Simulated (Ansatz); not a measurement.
Planning a run of Ansatz 0.2.0 on KCdCO3F (P-6m2). The input:

```yaml
crystal:
  lattice:
    - [5.1324, 0.0, 0.0]
    - [-2.5662, 4.4447887824, 0.0]
    - [0.0, 0.0, 4.4324]
  atoms:
    - { symbol: K, position: [0.0, 0.0, 0.0] }
    - { symbol: Cd, position: [0.6666666667, 0.3333333333, 0.5] }
    - { symbol: C, position: [0.3333333333, 0.6666666667, 0.5] }
    - { symbol: O, position: [0.1878970915, 0.3757941831, 0.5] }
    - { symbol: O, position: [0.1878970915, 0.8121029085, 0.5] }
    - { symbol: O, position: [0.6242058169, 0.8121029085, 0.5] }
    - { symbol: F, position: [0.6666666667, 0.3333333333, 0.0] }
kpoints:
  mp_grid: { grid: [6, 6, 6] }
hamiltonian:
  xc: pbe
  pseudopotentials: { kind: paw, azcp: { folder: soft_1 } }
scf:
  occupations: { method: fixed }
gw:
  n_empty_bands: 1193
  ecut_chi: 100
  qp_bands: [v2, c2]
  qp_kpoints: band_edges
  screening: { model: contour_deformation }
```

```sh
ansatz run input.yaml --threads 3 --pin off --max-ram 92160MiB --backend cuda --events-out ev --progress --plain --runs-dir out --devices 1 --max-vram 13GiB
```

Q: How long will it take on 1 × NVIDIA H100 80GB HBM3 (shared by 6 runs) with 3 threads of AMD EPYC 7R13 (Zen 3), shared host, and how much memory?

It took 13 min; on shared hardware allow 6.7 min to 27 min. Peak host memory was 4.5 GiB. The sizes that set the cost: 1977 plane waves a state, 28 irreducible k points, 1222 bands summed, 253 plane waves in the screening and 11 SCF cycles.

The screening grows as filled bands × empty bands × pairs of k points, times the square of the screening basis for the matrix.

[Paths, hosts, dates, memory and timing lines, banners, echoed tables and standing remarks are left out of the program output.]

[Logs are printed without paths, hosts, clocks, repeated set-up lines and the standing remarks that a program may print on its own settings, such as how far it seeks lower states.]

[Runs of the session that timed out or met a known fault of the program may be left out.]

[Cells called generated may have been cut or substituted from an entry of the Crystallography Open Database or the Materials Project.]

[Hosts, paths, dates, database ids (printed as entryN), source tags and the programs' standing remarks are cut or masked in the printed files.]
